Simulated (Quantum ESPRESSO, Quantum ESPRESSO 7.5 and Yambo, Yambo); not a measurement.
**Excitons of SrTiO3 (Tausonite): kernels and approximations**

Aim: the absorption spectrum of SrTiO3 (Tausonite) with electron-hole interaction, and what each part of the kernel does.

Method: PBE and many-body steps on it, plane waves, in Quantum ESPRESSO 7.5 and Yambo 5.3.0.

## 1. The starting structure

It takes space group Pm-3m (No. 221, cubic). Conventional cell: a = 3.905 Å, b = 3.905 Å, c = 3.905 Å, α = 90.00°, β = 90.00°, γ = 90.00°. Nearest to Sr lie 12 O at 2.76 Å. Nearest to Ti lie 6 O at 1.95 Å. O has 2 Ti at 1.95 Å and 4 Sr at 2.76 Å nearest. Farther neighbours and most contacts between anions are not listed.

As a file:

```cif
data_structure
_symmetry_space_group_name_H-M 'Pm-3m'
_symmetry_Int_Tables_number 221
_cell_length_a 3.9053
_cell_length_b 3.9053
_cell_length_c 3.9053
_cell_angle_alpha 90.000
_cell_angle_beta 90.000
_cell_angle_gamma 90.000
_cell_volume 59.56
loop_
_atom_site_label
_atom_site_type_symbol
_atom_site_symmetry_multiplicity
_atom_site_Wyckoff_symbol
_atom_site_fract_x
_atom_site_fract_y
_atom_site_fract_z
_atom_site_occupancy
Sr1 Sr 1 b 0.50000 0.50000 0.50000 1
Ti1 Ti 1 a 0.00000 0.00000 0.00000 1
O1 O 3 d 0.50000 0.00000 0.00000 1
```

The cell and positions come from the Crystallography Open Database and are kept as given unless a step says otherwise.

## 2. Empty states on the mesh, 4×4×4 mesh, 268 bands

This step: Quantum ESPRESSO 7.5; DFT, PBE, plane waves, norm-conserving pseudopotentials.

The sums over transitions need many empty states on a uniform mesh; this step solves for them.

pw.in reads:

```
&control
  calculation = 'nscf'
  prefix = 'x'
  outdir = 'o'
  pseudo_dir = 'pseudo'
/
&system
  ibrav = 0
  nat = 5
  ntyp = 3
  ecutwfc = 76.0
  nbnd = 268
  force_symmorphic = .true.
/
&electrons
  conv_thr = 1e-9
  electron_maxstep = 80
  diago_full_acc = .true.
  diago_thr_init = 5e-6
/
ATOMIC_SPECIES
  Sr 87.62 Sr.upf
  Ti 47.867 Ti.upf
  O 15.999 O.upf
CELL_PARAMETERS angstrom
  3.9052800000 0.0000000000 0.0000000000
  0.0000000000 3.9052800000 0.0000000000
  0.0000000000 0.0000000000 3.9052800000
ATOMIC_POSITIONS crystal
  Sr 0.5000000000 0.5000000000 0.5000000000
  Ti 0.0000000000 0.0000000000 0.0000000000
  O 0.5000000000 0.0000000000 0.0000000000
  O 0.0000000000 0.5000000000 0.0000000000
  O 0.0000000000 0.0000000000 0.5000000000
K_POINTS automatic
  4 4 4 0 0 0
```

Launch:

```console
$ OMP_NUM_THREADS=1 mpirun -n 4 pw.x -nk 4 -in pw.in > pw.out
```

The log of the run:

```text
Program PWSCF v.7.5 starts

     This program is part of the open-source Quantum ESPRESSO suite
     for quantum simulation of materials; please cite
         "P. Giannozzi et al., J. Phys.:Condens. Matter 21 395502 (2009);
         "P. Giannozzi et al., J. Phys.:Condens. Matter 29 465901 (2017);
         "P. Giannozzi et al., J. Chem. Phys. 152 154105 (2020);
     in publications or presentations arising from this work. More details at

     Atomic positions and unit cell read from directory:
     o/x.save/

     Message from routine setup:
[...]
54.5449  54.7979  54.8855  54.8855  55.5068  56.1918  56.1918  57.6651
     [... 22 further rows ...]
   144.1212 144.1737 144.1737 145.7108 145.7108 146.3934 146.4145 146.4708
   146.6357 147.1518 147.1588 147.1588

          k = 0.0000 0.2500 0.2500 (  4514 PWs)   bands (ev):

     [... further k-points ...]

     highest occupied, lowest unoccupied level (ev):    10.0469   11.9546

     XML data file, pseudopotentials, collected wavefunctions

=------------------------------------------------------------------------------=
   JOB DONE.
=------------------------------------------------------------------------------=
```

Run time: 44 s. Hardware: 4 MPI ranks of Arm Neoverse V1, shared host; peak memory 0.65 GiB.

This step gave:

| Property | Result |
| --- | --- |
| gap | 1.908 eV |
| k of the valence top | -0.5, -0.5, -0.5 |
| k of the conduction bottom | 0, 0, 0 |
| least direct gap | 2.263 eV |
| k points computed | 10 |
| lowest point of the top converged band, above the valence top | 135.2067 eV |

On this mesh the gap is 1.908 eV.

The density comes from a self-consistent run that is not shown.

## 3. Conversion and set-up

This step: Yambo 5.3.0; conversion and set-up on PBE, plane waves, norm-conserving pseudopotentials.

The states are converted to the many-body program's format and the q mesh is built.

Launch:

```console
$ (cd o/x.save; p2y > p2y.log; mv SAVE ../..); yambo > setup.log
```

The log of the run:

```text
 Yambo, version 5.3.0

 [02] CORE Variables Setup
 =========================

  [02.01] Unit cells
  ==================

  Cell kind             :  CUB
  Atoms in the cell     :  Sr  Ti  O
  number of Sr atoms    :  1
  number of Ti atoms    :  1
  number of O  atoms    :  3

  List of atomic masses
  Mass of Sr    :  87.62000
  Mass of Ti    :  47.86700
  Mass of O     :  15.99900

  List of atomic coordinates    : [cc]
  Sr1       :  3.689955  3.689955  3.689955  order 1
  Ti1       :  0.000000  0.000000  0.000000  order 2
  O1       :  3.689955  0.000000  0.000000  order 3
[...]
IBZ Q-points                                      :  10
 BZ  Q-points                                      :   64

 K/Q-points units:
 rlu = crystal or reduced units; cc = cartesian coordinates; iku = interal k-units

 Q [ 1]         [rlu]:  0.000000  0.000000  0.000000
 Q [ 2]         [rlu]:  0.000000  0.000000  0.250000
 Q [ 3]         [rlu]:  0.000000  0.000000 -0.500000
[...]
Q [ 8]         [rlu]:  0.250000  0.250000 -0.500000
 Q [ 9]         [rlu]:  0.250000 -0.500000 -0.500000
 Q [10]         [rlu]: -0.500000 -0.500000 -0.500000

  [03.01] X indexes
  =================

   [03.01.01] Sigma indexes
   ========================

 [06] Game Over & Game summary
```

The job ended after 3.3 s (1 MPI rank; peak memory 0.25 GiB).

## 4. Screening and self-energy, 4×4×4 mesh, 268 bands, screening to 210.9 eV

G0W0 replaces the xc potential by the self-energy, built once from these orbitals. Only a window of levels is corrected, while the sums run over the empty bands that the input names.

This step: G0W0 on PBE, plane waves, norm-conserving pseudopotentials.

gw1.in reads:

```
HF_and_locXC
gw0
dyson
ppa
em1d
rim_cut
RandQpts= 1000000
RandGvec= 1 RL
EXXRLvcs= 76 Ry
VXCRLvcs= 304 Ry
Chimod= "HARTREE"
% BndsRnXp
 1 | 268 |
%
NGsBlkXp= 15.5 Ry
% LongDrXp
 1 | 1 | 1 |
%
% GbndRnge
 1 | 268 |
%
DysSolver= "n"
ExtendOut
PPAPntXp= 27.21138 eV
% QPkrange
 10 | 10 | 19 | 22 |
 1 | 1 | 19 | 22 |
%
```

Launch:

```console
$ OMP_NUM_THREADS=1 mpirun -n 4 yambo -F gw1.in -J gw1 -C gw1 > gw1.log
```

The log of the run:

```text
 Yambo, version 5.3.0

 [02] CORE Variables Setup
 =========================

  [... cell, symmetries and grids as in the set-up ...]

  [02.05] Energies & Occupations
  ==============================

  [X] === General ===
  [X] Electronic Temperature                        :  0.000000  0.000000 [eV K]
  [X] Bosonic    Temperature                        :  0.000000  0.000000 [eV K]
  [X] Finite Temperature mode                       : no
  [X] El. density                                   :  0.67159E+24 [cm-3]
[...]
QP @ state[ 1 ] b range                          :  19  22
   QP @ state[ 2 ] K range                          :  10  10
   QP @ state[ 2 ] b range                          :  19  22
   GF energies kind                                 : Perdew, Burke & Ernzerhof(X)+Perdew, Burke & Ernzerhof(C)
   GF WF`s kind                                     : Perdew, Burke & Ernzerhof(X)+Perdew, Burke & Ernzerhof(C)
   Xs energies kind                                 : Perdew, Burke & Ernzerhof(X)+Perdew, Burke & Ernzerhof(C)
   Xs WF`s kind                                     : Perdew, Burke & Ernzerhof(X)+Perdew, Burke & Ernzerhof(C)

 [11] Game Over & Game summary
```

It took 12 min on 4 MPI ranks; peak memory 2.3 GiB; 50 min of CPU time.

This step gave:

```
G0W0 gap on the points computed              : 3.462 eV
starting gap on the mesh                     : 1.908 eV
k of the valence top                         : -0.5, -0.5, -0.5
k of the conduction bottom                   : 0, 0, 0
least direct G0W0 gap on the computed points : 3.835 eV
```

The gap on the mesh goes from 1.91 eV to 3.46 eV, a correction of +1.55 eV.

The gap opens by 1.554 eV; the next steps shift the empty bands rigidly by 1.572 eV, the correction at the start's least direct gap.

## 5. Excitons

Optical absorption needs the electron-hole interaction, solved here in a basis of vertical transitions on the mesh.

This step: Bethe-Salpeter equation on PBE with a scissors shift, plane waves, norm-conserving pseudopotentials.

bse3.in reads:

```
optics
bss
bse
em1s
dipoles
rim_cut
RandQpts= 1000000
RandGvec= 1 RL
Chimod= "HARTREE"
BSKmod= "SEX"
BSEmod= "resonant"
BSSmod= "d"
BSENGexx= 30 Ry
BSENGBlk= 6 Ry
% BSEQptR
 1 | 1 |
%
% BSEBands
 12 | 30 |
%
% BEnRange
 0 | 9 | eV
%
% BDmRange
 0.1 | 0.1 | eV
%
BEnSteps= 181
% BLongDir
 1 | 0 | 0 |
%
% BndsRnXs
 1 | 135 |
%
NGsBlkXs= 6 Ry
% LongDrXs
 1 | 1 | 1 |
%
% KfnQP_E
 1.572 | 1.0 | 1.0 |
%
WRbsWF
```

Launch:

```console
$ OMP_NUM_THREADS=1 mpirun -n 4 yambo -F bse3.in -J bse3 -C bse3 > bse3.log
```

The log of the run:

```text
 Yambo, version 5.3.0

 [02] CORE Variables Setup
 =========================

  [... cell, symmetries and grids as in the set-up ...]

  [02.05] Energies & Occupations
  ==============================

  [X] === General ===
  [X] Electronic Temperature                        :  0.000000  0.000000 [eV K]
  [X] Bosonic    Temperature                        :  0.000000  0.000000 [eV K]
  [X] Finite Temperature mode                       : no
  [X] El. density                                   :  0.67159E+24 [cm-3]
  [X] Fermi Level                                   :  10.04689 [eV]

  [X] === Gaps and Widths ===
  [X] Conduction Band Min                           :  1.907663 [eV]
  [X] Valence Band Max                              :  0.000000 [eV]
  [X] Filled Bands                                  :  20
  [X] Empty Bands                                   :   21  268
  [X] Direct Gap                                    :  2.262791 [eV]
  [X] Direct Gap localized at k                     :  1
  [X] Indirect Gap                                  :  1.907663 [eV]
  [X] Indirect Gap between kpts                     :  10   1
  [X] Last valence band width                       :  0.731989 [eV]
  [X] 1st conduction band width                     :  2.609048 [eV]

 [03] Transferred momenta grid and indexing
 ==========================================

 [BZ sampling] Q-grid is User defined and/or read from the database

 IBZ Q-points                                      :  10
 BZ  Q-points                                      :   64

 K/Q-points units:
 rlu = crystal or reduced units; cc = cartesian coordinates; iku = interal k-units

 Q [ 1]         [rlu]:  0.000000  0.000000  0.000000
 Q [ 2]         [rlu]:  0.000000  0.000000  0.250000
 Q [ 3]         [rlu]:  0.000000  0.000000 -0.500000
 Q [ 4]         [rlu]:  0.000000  0.250000  0.250000
 Q [ 5]         [rlu]:  0.000000  0.250000 -0.500000
 Q [ 6]         [rlu]:  0.000000 -0.500000 -0.500000
 Q [ 7]         [rlu]:  0.250000  0.250000  0.250000
 Q [ 8]         [rlu]:  0.250000  0.250000 -0.500000
 Q [ 9]         [rlu]:  0.250000 -0.500000 -0.500000
 Q [10]         [rlu]: -0.500000 -0.500000 -0.500000

  [03.01] X + BSE indexes
  =======================

   [03.01.01] Sigma indexes
   ========================

 [04] Coloumb potential Random Integration (RIM)
 ===============================================

  [04.01] RIM initialization
  ==========================

  * Diagonal components only detected *

  8 x (sBL volume)        :  0.077143 [a.u.]
  sBZ random points       :  1000000
  Points outside the sBZ  :   7992674
  RL volume               :  0.617144 [a.u.]
  Integrated volume       :  0.617710 [a.u.]

  [04.02] RIM integrals
  =====================

  Gamma point sphere radius             :  0.077218 [a.u.]
  Points outside the sphere             :   799758
  [Int_sBZ(q=0) 1/q^2]*(Vol_sBZ)^(-1/3) =:  7.677921
                                 should be <:  7.795600

  Summary of Coulomb integrals for non-metallic bands |Q|[au] RIM/Bare

  Q [1] 0.100000E-4 0.984904 * Q [2] 0.212848 1.050352
  Q [4] 0.301012 1.048056 * Q [7] 0.368663 1.034451
  Q [3] 0.425695 1.019613 * Q [5] 0.475942 1.017752
  Q [8] 0.521368 1.015471 * Q [6] 0.602024 1.012155
  Q [9] 0.638543 1.010963 * Q [10] 0.737326 1.008585

 [WARNING] [Xs] User bands 1-135 break level degeneracy

 [WARNING] [BS] User bands 12-30 break level degeneracy

 [05] External/Internal QP corrections
 =====================================

 [QP_apply] Action to be applied: USER defined scissor

  [05.01]  QP corrections report
  ==============================

  [K+QP] === General ===
  [K+QP] Electronic Temperature                     :  0.000000  0.000000 [eV K]
  [K+QP] Bosonic    Temperature                     :  0.000000  0.000000 [eV K]
  [K+QP] Finite Temperature mode                    : no
  [K+QP] El. density                                :  0.67159E+24 [cm-3]
  [K+QP] Fermi Level                                :  0.000000 [eV]

  [K+QP] === Gaps and Widths ===
[...]
[K+QP] Empty Bands                                :   21  268
  [K+QP] Direct Gap                                 :  3.834791 [eV]
  [K+QP] Direct Gap localized at k                  :  1
  [K+QP] Indirect Gap                               :  3.479663 [eV]
  [K+QP] Indirect Gap between kpts                  :  10   1
  [K+QP] Last valence band width                    :  0.731989 [eV]
  [K+QP] 1st conduction band width                  :  2.609048 [eV]

  [coarse-grid] Minimum Bare Gap        [ev]:  1.907663
  [coarse-grid] Minimum Gap Correction  [ev]:  1.572000

  Eqp @ K [ 1]
  -56.39953 -32.71903 -32.67394 -32.67394 -32.67394 -17.35894 -16.37680 -16.37680
  -14.70790 -14.70790 -14.70790  -2.81135  -2.81135  -2.81135  -1.16581  -1.16581
  -1.165807 -0.355129 -0.355129 -0.355129  3.479663  3.479663  3.479663  5.959956
    5.95996   7.03071   7.03071   7.81562  10.00797  10.00797  10.00797  17.46297
   18.44429  18.44429  18.44429  22.50878  22.50878  22.56586  22.92552  22.92552
  Eqp @ K [ 2]
  -56.39879 -32.78868 -32.67249 -32.67249 -32.62775 -17.43003 -16.35706 -16.30115
[...]
Eqp @ K [ 3]
[...]
Eqp @ K [ 4]
[...]
Eqp @ K [ 5]
[...]
Eqp @ K [ 6]
[...]
Eqp @ K [ 7]
[...]
Eqp @ K [ 8]
[...]
Eqp @ K [ 9]
[...]
-3.7121     -0.52478E-09 -0.37464E-09   0.0000       6.0887       6.0887       6.0887       8.5704
    8.57039   8.57039  10.00550  10.00550  11.30906  11.30906  11.81971  15.85555
   15.85555  15.85555  18.19233  19.22258  19.22258  19.22258  21.38195  21.38195

 [06] Dipoles
 ============

  [06.01] Setup: observables and procedures
  =========================================

  [WARNING] [x,Vnl] slows the Dipoles computation. To neglect it rename the ns.kb_pp file

  [WARNING] [r,Vnl^pseudo] included in position and velocity dipoles.

  [WARNING] In case H contains other non local terms, these are neglected

 [07] Static Dielectric Matrix
 =============================

 [WR./bse3//ndb.em1s]------------------------------------------------------------
  Brillouin Zone Q/K grids (IBZ/BZ)                :   10   64   10   64
  RL vectors                                       :   5743 [WF]
  Coulomb cutoff potential                         : none
  Electronic Temperature                           :  0.000000 [K]
  Bosonic    Temperature                           :  0.000000 [K]
  Static diel. fun.  energies                      : Perdew, Burke & Ernzerhof(X)+Perdew, Burke & Ernzerhof(C)
  wavefunctions                                    : Perdew, Burke & Ernzerhof(X)+Perdew, Burke & Ernzerhof(C)
  Global Gauge                                     : length
  X matrix size                                    :  123
  X band range                                     :    1  135
  X e/h energy range                               : -1.000000 -1.000000 [eV]
  X Time ordering                                  : T
  X Hxc Kernel                                     : HARTREE
  X Drude frequency                                :  0.000000  0.000000
  X poles                                          :  100.0000 [o/o]
  RL vectors in the sum                            :   5743
  [r,Vnl] included                                 : yes
  Field direction                                  :  0.577350E-5  0.577350E-5  0.577350E-5
  BZ energy Double Grid                            : no
  BZ energy DbGd points                            : 0
  BZ Q point size factor                           : -1.000000
  X Optical Averaged directions                    : none

 [08] Bethe Salpeter Equation driver
 ===================================

  [08.01] Bethe Salpeter Equation @q1
  ===================================

   [08.01.01] Transition pre-analysis @q1
   ======================================

   [08.01.02] Transition Groups build-up @q1
   =========================================

   [BSK] Transition groups (total):  20
   [BSK] Size (resonant):   5760
   [BSK]         (total):   5760
   [BSK] N. of matrices :  1

   [08.01.03] Loading Dipoles @q1
   ==============================

   [08.01.04] Independent Particles properties @q1
   ===============================================

   ==========================================================

   [BSE] Exchange components :  1189
   [BSE] Correlation components :   123   461

    [08.01.05.01] Screened interaction header I/O
    =============================================

    [08.01.05.02] Main kernel loop
    ==============================

    [08.01.05.03] Wave-Function Phases
    ==================================

    [BSE] WF phases found       :  38.72807 [o/o]

   [08.01.06] BSE solver(s) @q1
   ============================

   [08.01.07] Diago Solver @q1
   ===========================

 [11] Game Over & Game summary
```

Wall time 14 min (4 MPI ranks); peak memory 5.1 GiB; 55 min of CPU time.

This step gave:

| Item | Value |
| --- | --- |
| transitions in the window | 5760 |
| direct gap of the transition levels | 3.835 eV |
| lowest state | 3.422 eV |
| first strong exciton (over a fiftieth of the strongest listed) | 3.429 eV |
| binding of the lowest state below the direct gap | 0.4131 eV |
| Coulomb term of one mesh cell | 0.4012 eV |

The binding is 1.0 times the screened Coulomb term of one mesh cell (0.40 eV), so it is not shown settled.

The lowest state lies at 3.422 eV, 0.413 eV under the direct gap.

Lines within 3 meV are set at the lowest of them, and the highest group, which the list may cut short, is left out. Lines of the exciton spectrum (strongest = 100):

```tsv
position (eV)	lines merged	strength, relative
3.422	3	0.0
3.429	3	86
3.464	3	0.0
3.740	3	0.0
3.748	3	100
3.826	6	0.0
```

The ε₂ has structure finer than the step of the table below, so its rows give means over 0.25 eV, whole bins alone (the curve runs from 0 to 9 eV). Peaks (eV: height): BSE 3.450: 8.30, 3.750: 9.92, 4.250: 6.19, 5.100: 17.6, 5.850: 12.5, 7.150: 12.1, 8.200: 6.17; no electron-hole interaction 4.150: 7.47, 5.650: 9.69, 6.050: 13.0, 7.650: 7.73, 8.050: 7.67, 8.800: 4.92.

Field along x; broadening 0.1 eV; transition window only. Limits: finite bands, cutoff and mesh; no spin-orbit coupling; coarse k mesh; exciton not shown settled in the k mesh. The ε₂ by photon energy; means over each step:

```tsv
photon energy (eV)	BSE	no electron-hole interaction
0.25	0.0447	0.0306
0.50	0.0501	0.0335
0.75	0.0568	0.0370
1.00	0.0650	0.0412
1.25	0.0754	0.0462
1.50	0.0890	0.0523
1.75	0.107	0.0599
2.00	0.133	0.0697
2.25	0.173	0.0827
2.50	0.240	0.101
2.75	0.371	0.128
3.00	0.732	0.172
3.25	2.92	0.257
3.50	6.47	0.497
3.75	7.47	1.80
4.00	3.74	3.61
4.25	4.94	5.76
4.50	2.41	3.78
4.75	4.23	2.54
5.00	14.2	1.13
5.25	10.0	2.35
5.50	5.66	5.30
5.75	8.10	7.72
6.00	7.20	11.5
6.25	3.64	10.0
6.50	1.57	7.81
6.75	1.65	4.86
7.00	5.71	2.02
7.25	6.80	2.29
7.50	3.22	4.24
7.75	3.65	5.95
8.00	3.13	6.44
8.25	4.51	3.29
8.50	1.97	2.78
8.75	2.74	4.47
```

The program warns that the window of bands cuts a degenerate level, which breaks the symmetry of states and spectrum.

(Part 1 of 3 ends here.)

[Paths, hosts, dates, memory and timing lines, banners, echoed tables and standing remarks are left out of the program output.]

[Logs are printed without paths, hosts, clocks, repeated set-up lines and the standing remarks that a program may print on its own settings, such as how far it seeks lower states.]

[Runs of the session that timed out or met a known fault of the program may be left out.]

[Hosts, paths, dates, database ids (printed as entryN), source tags and the programs' standing remarks are cut or masked in the printed files.]
